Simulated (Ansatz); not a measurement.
# GeH6CBr3N (CH3NH3GeBr3): the dielectric response by several routes, part 2 of 2

Wanted: ε∞ of GeH6CBr3N (CH3NH3GeBr3) from perturbation theory and the RPA step of G0W0, with cost.

Ansatz 0.2.0; linear response on PBEsol, plane waves, PAW. Known limits of the many-body steps: not at the basis limit; no spin-orbit coupling.

So far. Step 2 (Response to a homogeneous field): One over ε∞ averages 0.18, somewhat under the quarter of exact exchange in PBE0.

The structure was built from a prototype and need not be the compound's stable phase.

In doubt: the program warns that the response may not be converged on this k-mesh (step 2), which bears on dielectric and field responses.

### 3. RPA screening from the G0W0 run

G0W0 replaces the xc potential by the self-energy, built once from these orbitals. Only a window of levels is corrected, while the sums run over the empty bands that the input names.

This step: G0W0 on PBEsol, plane waves, PAW.

Contents of input.yaml:

```yaml
crystal:
  lattice:
    - [5.5491456038, 0.3690801251, 0.0019814122]
    - [0.3690801251, 5.6436113835, -0.0495487783]
    - [0.0019814122, -0.0495487783, 5.5496881284]
  atoms:
    - { symbol: C, position: [0.9285284086, 0.9118907512, 1.0034534507] }
    - { symbol: "N", position: [0.0831890171, 0.1048511975, -0.0030436593] }
    - { symbol: H, position: [1.0461709627, 0.7402467279, 1.005384829] }
    - { symbol: H, position: [0.1931807646, 1.0898222514, 0.8435747825] }
    - { symbol: H, position: [0.8127927411, -0.0781405628, 0.8427623118] }
    - { symbol: H, position: [-0.0230126089, 0.2699994338, -0.0052505469] }
    - { symbol: H, position: [0.8160787674, -0.0660614239, 0.1669512405] }
    - { symbol: H, position: [0.195510254, 1.1009130436, 0.1477181839] }
    - { symbol: Ge, position: [0.5126670865, 0.5108398649, 0.4790207983] }
    - { symbol: Br, position: [0.5190946355, 0.474484955, 0.0186309937] }
    - { symbol: Br, position: [0.4386024672, -0.0291984139, 0.4964633399] }
    - { symbol: Br, position: [-0.0332494532, 0.4695164188, 0.5040208673] }
kpoints:
  mp_grid: { grid: [4, 4, 4] }
hamiltonian:
  xc: pbesol
scf:
  occupations: { method: fixed }
gw:
  n_empty_bands: 721
  ecut_chi: 150.0
  qp_bands: [v4, c4]
  qp_kpoints: band_edges
  screening: { model: contour_deformation }
```

Run with:

```console
ansatz run input.yaml --threads 3 --pin off --max-ram 92160MiB --backend cuda --events-out ev --progress --plain --runs-dir out --devices 1 --max-vram 13GiB  # rebuilt from the run's record
```

Numbers of over 12 decimals in the logs are rounded to 6 here.

Log:

```text
GPUs: using 1 of 1 available (devices: 1).
[...]
GPU FFT provider: cuFFT
GPU libraries: cuBLAS 13.8.2, cuFFT 12.4.0, cuSOLVER 12.3.4
Crystal: 12 atoms, lattice volume = 173.031 Å³
Basis set: ecut = 420 eV, 3387 PW (Γ)
Bands: 37, of which v1, the nominal top of the filled ones, is band 25 counted from 1 (24 counted from 0)
Symmetry: 1 space group operations
[...]
k-points: 36 of 64 (time reversal used)
[...]
35    24      1.7683   -19.7686     2.6128   -16.1498  0.7344     0.6550     0.7623  root ?
[...]
35    26      4.6333    -8.6363    -3.5420   -12.5010  0.7664     4.9591     4.9561  root
    35    27      4.7745    -8.6204    -3.5721   -12.5234  0.7651     5.1085     5.1053  root
    35    28      5.0307    -8.3195    -3.6274   -12.2825  0.7651     5.3697     5.3662  root
    35    29      8.1259    -5.1474    -4.0420    -9.7802  0.7911     8.7300     8.7168  root
[key lines of the parts left out:]
SCF converged after 7 iterations
Free energy (F): -13187.330087 eV
Fermi energy:    3.597151 eV
```

Wall time 3.3 min (1 × NVIDIA H100 80GB HBM3 (shared by 6 runs) with 3 threads of AMD EPYC 7R13 (Zen 3), shared host); peak memory 6.5 GiB; 6 min of CPU time.

Numbers from this step:

| Item | Value |
| --- | --- |
| bands summed | 746 |
| RPA ε∞ on this mesh (eigenvalues) | 6.144, 7.467, 8.090 |
| plane waves in the screening matrix | 721 |
| G0W0 gap on the mesh | 1.947 eV |
| k of the valence top | -0.5, -0.5, -0.5 |
| k of the conduction bottom | -0.5, -0.5, -0.5 |
| starting gap on the mesh | 1.036 eV |
| least direct G0W0 gap on the computed points | 1.947 eV |

The gap on the mesh goes from 1.04 eV to 1.95 eV, a correction of +0.91 eV. Between the two edge states, bare exchange in place of the xc potential would open the gap by 4.94 eV, and correlation takes back 4.03 eV.

Mean over the mesh in bins of 0.25 1/Å. The static inverse dielectric function, diagonal by length of q+G:

```
length of q+G (Å⁻¹)  static inverse dielectric function, diagonal
               0.31                                         0.266
               0.50                                         0.310
               0.74                                         0.377
               1.00                                         0.448
               1.25                                         0.514
               1.50                                         0.578
               1.76                                         0.638
               2.01                                         0.692
               2.25                                         0.740
               2.51                                         0.781
               2.75                                         0.814
               3.00                                         0.842
               3.25                                         0.865
               3.50                                         0.886
               3.75                                         0.904
               4.00                                         0.920
               4.25                                         0.933
               4.50                                         0.944
               4.75                                         0.954
               5.00                                         0.962
               5.25                                         0.969
               5.50                                         0.975
               5.75                                         0.980
               6.00                                         0.984
               6.20                                         0.987
```

### 4. The values together

Times are wall times on 1 × NVIDIA H100 80GB HBM3 (shared by 6 runs) with 3 threads of AMD EPYC 7R13 (Zen 3), shared host, good to a factor of about two.

```
                                          method                            mesh  ε∞, low  middle  high  mean     time
perturbation theory (local fields and xc kernel)  4×4×4 (response on 512 points)     5.31    5.61  5.92  5.62     96 s
           RPA with local fields, on the GW mesh                           4×4×4     6.14    7.47  8.09  7.23  3.3 min
```

### 5. What came out

* perturbation theory (local fields and xc kernel): 5.31, 5.61, 5.92
* RPA with local fields, on the GW mesh: 6.14, 7.47, 8.09

Mean Born effective charge: C1 0.13, N2 -0.72, H3 0.12, H4 0.56, H5 0.12, H6 0.47 e. The RPA values on the 4×4×4 mesh average 1.29 times those of perturbation theory (means 7.23 and 5.62, which can hide unlike anisotropies). Without the xc kernel RPA should lie a little lower; it lies higher here. Perturbation theory sums its response on a denser mesh of its own, so the coarser sum of the GW run is the likely cause. PBEsol usually puts the gap too low, which tends to raise ε∞. Ions are clamped, so the lattice part of the static constant is not in these numbers.

[Paths, hosts, dates, memory and timing lines, banners, echoed tables and standing remarks are left out of the program output.]

[Logs are printed without paths, hosts, clocks, repeated set-up lines and the standing remarks that a program may print on its own settings, such as how far it seeks lower states.]

[Runs of the session that timed out or met a known fault of the program may be left out.]

[Cells called generated may have been cut or substituted from an entry of the Crystallography Open Database or the Materials Project.]

[Hosts, paths, dates, database ids (printed as entryN), source tags and the programs' standing remarks are cut or masked in the printed files.]
